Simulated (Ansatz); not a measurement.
**GaIr (Pm-3m): phonons and vibrational spectra**

The cell of GaIr (Pm-3m) is at rest. What are its phonons? After the zone centre comes a 4×4×4 q mesh on a 12×12×12 k mesh.

Program: Ansatz 0.2.0. Level of theory: DFT PBEsol, scalar-relativistic, plane waves, norm-conserving pseudopotentials. Results are calculated unless marked as measured.

**1. The starting structure**

It takes space group Pm-3m (No. 221, cubic). Conventional cell: a = 3.020 Å, b = 3.020 Å, c = 3.020 Å, α = 90.00°, β = 90.00°, γ = 90.00°. Ga has 8 Ir at 2.62 Å nearest. Nearest to Ir lie 8 Ga at 2.62 Å. Farther neighbours are not listed.

Structure file:

```cif
data_structure
_symmetry_space_group_name_H-M 'P 1'
_symmetry_Int_Tables_number 1
_cell_length_a 3.0204
_cell_length_b 3.0204
_cell_length_c 3.0204
_cell_angle_alpha 90.000
_cell_angle_beta 90.000
_cell_angle_gamma 90.000
_cell_volume 27.56
loop_
_atom_site_label
_atom_site_type_symbol
_atom_site_fract_x
_atom_site_fract_y
_atom_site_fract_z
_atom_site_occupancy
Ga1 Ga 0.00000 0.00000 0.00000 1
Ir2 Ir 0.50000 0.50000 0.50000 1
```

**2. Linear response at the zone centre**

The cell comes from relaxations at this level that are not shown. The zone centre comes first: it holds the modes that light can see, as far as symmetry allows. No field response is asked, since the mesh shows no gap.

Input file input.yaml:

```yaml
crystal:
  lattice:
    - [3.0204357621, 0.0, 0.0]
    - [0.0, 3.0204357621, 0.0]
    - [0.0, 0.0, 3.0204357621]
  atoms:
    - { symbol: Ga, position: [0.0, 0.0, 0.0] }
    - { symbol: Ir, position: [0.5, 0.5, 0.5] }
kpoints:
  mp_grid: { grid: [12, 12, 12] }
hamiltonian:
  xc: pbesol
  pseudopotentials: { kind: nc }
scf:
  occupations: { method: methfessel_paxton, width: 0.15 }
output:
  eigenvalues: true
phonons:
  method: dfpt
```

The run is started by

```sh
$ ansatz run input.yaml --threads 4 --pin off --max-ram 7168MiB --backend cpu --events-out ev --progress --plain --runs-dir out
```

Numbers of over 12 decimals in the logs are rounded to 6 here.

What it wrote:

```text
Engine: ansatz 0.2.0, x86_64-unknown-linux-gnu
Pseudopotentials: kind: nc
Pseudopotential: Ga, nc, valence charge 13, recommended cutoff 1088.45545 eV (normal), Ga.nc.azcp (PseudoDojo's, or run here from an input of PseudoDojo's: the run reads no file of this project's for it)
Pseudopotential: Ir, nc, valence charge 17, recommended cutoff 925.187132 eV (normal), Ir.nc.azcp (PseudoDojo's, or run here from an input of PseudoDojo's: the run reads no file of this project's for it)
Functional definition: PBEsol
  exchange = pbesol_x
  correlation = pbesol_c
Crystal: 2 atoms, lattice volume = 27.556 Å³
Basis set: ecut = 1088.45545 eV, 2301 PW (Γ), exchange–correlation on 72×72×72 points (8 copies of the dense FFT grid, shifted against one another)
Bands: 19, of which v1, the nominal top of the filled ones, is band 15 counted from 1 (14 counted from 0)
Symmetry: 48 space group operations
k-points: 196 of 1728 (irreducible under 8 space group operations, time reversal used)
Non-local potential: Ga, projectors of the file, l = 0: 2, l = 1: 2, l = 2: 2
Non-local potential: Ir, projectors of the file, l = 0: 2, l = 1: 2, l = 2: 2, l = 3: 2
Initial density: superposition of atomic densities (chi_scale 0.1, normalization cell, long waves kept (reshape's long-wave potential 0.00 eV rms))
Initial wavefunctions: pseudopotential atomic-orbital guess
Functional: x = pbesol(κ = 0.804, μ = 0.123457), c = pbesol(β = 0.046)
SCF iter   1: F=—  HF=-5204.184175 eV  |F-HF|=—  |Δ(HF+E_count)|=         —  Δρ=4.71e-2  dr2=3.99e-1  ethr=3.10e-3  ⟨swp⟩=4.9  Hψ=15880  notcnv=0
preconditioner: auto → none  [metal: Δε(μ)=0.025 eV  Ē_g=14.376 eV  σ=0.150 eV  W_gap=0.14  n_scr=6 (ndim 8)  ℏωp=33.2 eV  f_vac=0.000  D(μ)=0.63/eV (n_scr^D=0)  sad-step TF]
SCF iter   2: F=—  HF=-5204.096741 eV  |F-HF|=—  |Δ(HF+E_count)|=   8.74e-2  S|Δr|=    0.00e0  Δρ=2.11e-2  dr2=5.86e-2  ethr=1.33e-3  ⟨swp⟩=1.9  Hψ=5836  notcnv=0
SCF iter   3: F=—  HF=-5204.089089 eV  |F-HF|=—  |Δ(HF+E_count)|=   7.65e-3  S|Δr|=    0.00e0  Δρ=1.05e-2  dr2=3.43e-2  ethr=1.95e-4  ⟨swp⟩=2.6  Hψ=6192  notcnv=0
SCF iter   4: F=—  HF=-5204.081419 eV  |F-HF|=—  |Δ(HF+E_count)|=   7.67e-3  S|Δr|=    0.00e0  Δρ=1.68e-3  dr2=1.98e-4  ethr=1.14e-4  ⟨swp⟩=2.0  Hψ=5208  notcnv=0
SCF iter   5: F=—  HF=-5204.081395 eV  |F-HF|=—  |Δ(HF+E_count)|=   2.48e-5  S|Δr|=    0.00e0  Δρ=3.65e-4  dr2=6.99e-6  ethr=6.59e-7  ⟨swp⟩=2.0  Hψ=5754  notcnv=0
SCF iter   6: F=—  HF=-5204.081403 eV  |F-HF|=—  |Δ(HF+E_count)|=   8.32e-6  S|Δr|=    0.00e0  Δρ=1.04e-4  dr2=5.67e-7  ethr=2.33e-8  ⟨swp⟩=2.0  Hψ=6658  notcnv=0
SCF iter   7: F=—  HF=-5204.081402 eV  |F-HF|=—  |Δ(HF+E_count)|=   8.57e-7  S|Δr|=    0.00e0  Δρ=9.03e-6  dr2=5.91e-9  ethr=1.89e-9  ⟨swp⟩=1.8  Hψ=4103  notcnv=0
SCF iter   8: F=—  HF=-5204.081402 eV  |F-HF|=—  |Δ(HF+E_count)|=  5.42e-10  S|Δr|=    0.00e0  Δρ=6.52e-7  dr2=6.58e-11  ethr=1.97e-11  ⟨swp⟩=2.0  Hψ=6584  notcnv=0
SCF iter   9: F=-5204.081402 eV  HF=-5204.081402 eV  |F-HF|=1.82e-12  |Δ(HF+E_count)|=  5.46e-12  S|Δr|=    0.00e0  Δρ=7.98e-8  dr2=4.19e-13  ethr=1.00e-12  ⟨swp⟩=6.0  Hψ=18608  notcnv=0
SCF 1 converged in 9 iterations: F = -5204.081402 eV  dr2 = 4.19e-13
DFPT response loops at Γ: preconditioner auto → Kerker (q_TF=auto, 2.767 Å⁻¹) (partly filled bands, converged f_vac=0.000); β = 1.00, the filter's whole step (`scf.mixing.beta` (0.50) is not read by the response loops under this deck's `scf.mixing.preconditioner`; to damp them name `kerker` or `kerker_dos`, under which they read `scf.mixing.beta`, and type it under 1.00, their step now; both keys bind the ground state too); Broyden in place of MSR1
SCF converged after 9 iterations
Stability not checked: this state was not tested for a lower state beside it, because cold or Methfessel-Paxton smearing, or corrected tetrahedra, fill the levels in a way that the test cannot read (fill_not_monotonic; see scf.lower_state_search)
Free energy (F): -5204.081402 eV
Harris-Foulkes:  -5204.081402 eV  (|F-HF|=1.82e-12)
Internal energy: -5204.084634 eV  (E = F + TS)
E sigma→0 (E₀):  -5204.082210 eV
Entropy (-TS):   0.003232 eV (1.616 meV/atom)
Fermi energy:    21.407474 eV
--- Per-component energies (eV) ---
  E_band       = -50.617763
  E_kinetic    = 2590.046084
  E_local      = -2679.620349  (includes V_loc(G=0)·N_el)
  E_nonlocal   = -874.926209
  E_hartree    = 853.241389
  E_xc         = -1150.328189
  E_vxc        = -792.600093  (∫ρ·V_xc dr)
  E_ewald      = -3942.497361
  E_smearing   = 0.003232  (= −TS)
  E_closure    = -0.000000  (closes the sum)
  Σ components = -5204.081402   (vs F -5204.081402, Δ=0.00e0)
--- Band table (eV; the first three rows and the last of 196) ---
  k-point 0: bands = [... 11 lower, 16.2081, 19.9227, 19.9227, 19.9227, 25.1419, 25.1419, 25.1419, 30.5750]
  k-point 1: bands = [... 11 lower, 16.2439, 19.6996, 19.6996, 19.9260, 24.3888, 25.5015, 25.5015, 31.1366]
  k-point 2: bands = [... 11 lower, 16.2871, 19.1872, 19.1872, 19.9354, 22.9915, 26.4258, 26.4258, 31.7960]
  k-point 195: bands = [... 11 lower, 14.7060, 19.6443, 21.2828, 21.2828, 24.8077, 24.8077, 24.8077, 27.6185]
--- Phonons (Γ-DFPT): 2 representative perturbations + reference, on 196 of 1728 k-points (Σ response iterations 6) ---
  k mesh reduced under 8 symmetry operations, with k and −k counted as one. Each operation leaves every solved perturbation unchanged. A smaller set is not used because it would not reduce the number of displacements times k-points to solve
  ASR residual: 2.115e-4 → 0.000e0 eV/Å²; symmetrization residual: 1.816e-5 eV/Å²
  ASR residual per site (eV/Å²): 4.57e-5 2.12e-4
  Γ frequencies (cm⁻¹): 0.00 0.00 0.00 177.34 177.34 177.34
  non-analytic LO–TO correction: not included (Born effective charges unavailable; polar crystals: no LO–TO splitting at Γ)
```

Elapsed: 31 s, on 4 threads of AMD EPYC 7R43, shared host; peak memory 1.3 GiB.

Reading the cycles: dr2 is the Hartree energy of the density residual (eV), the measure of convergence; HF is the Harris–Foulkes estimate of the energy, which meets the free energy F at convergence.

This step gave:

```yaml
volume_per_atom: 13.78 Å³
gap_on_the_k_mesh: 0 eV
sum_rule_residual_before_enforcement: 2.12e-4 eV/Å²
point_group: m-3m
highest_optical_mode_at_the_zone_centre_no_lo_to_term: 177.3 cm⁻¹
lowest_optical_zone_centre_mode: 177.3 cm⁻¹
```

Patterns of degenerate modes are one choice out of their space. Modes at Γ, with each element's share of the kinetic energy:

| mode | frequency (cm⁻¹) | symmetry | Ga % | Ir % |
| --- | --- | --- | --- | --- |
| 1 | 0.0 | acoustic | 27 | 73 |
| 2 | 0.0 | acoustic | 27 | 73 |
| 3 | 0.0 | acoustic | 27 | 73 |
| 4 | 177.3 | T1u | 73 | 27 |
| 5 | 177.3 | T1u | 73 | 27 |
| 6 | 177.3 | T1u | 73 | 27 |

Displacements in mode 5 (177.3 cm⁻¹), the largest set to 1:
```
Ga1  1.00  0.00  0.00
Ir2 -0.36  0.00  0.00
```

Before it was imposed, the acoustic sum rule was missed by 2.1e-4 eV/Å². Small misses are needed for a sound result but don't prove that mesh and cutoff are converged. The lowest optical mode is real, 177 cm⁻¹.

(Part 1 of 2 ends here.)

[Logs are printed without paths, hosts, clocks, repeated set-up lines and the standing remarks that a program may print on its own settings, such as how far it seeks lower states.]

[Hosts, paths, dates, database ids (printed as entryN), source tags and the programs' standing remarks are cut or masked in the printed files.]
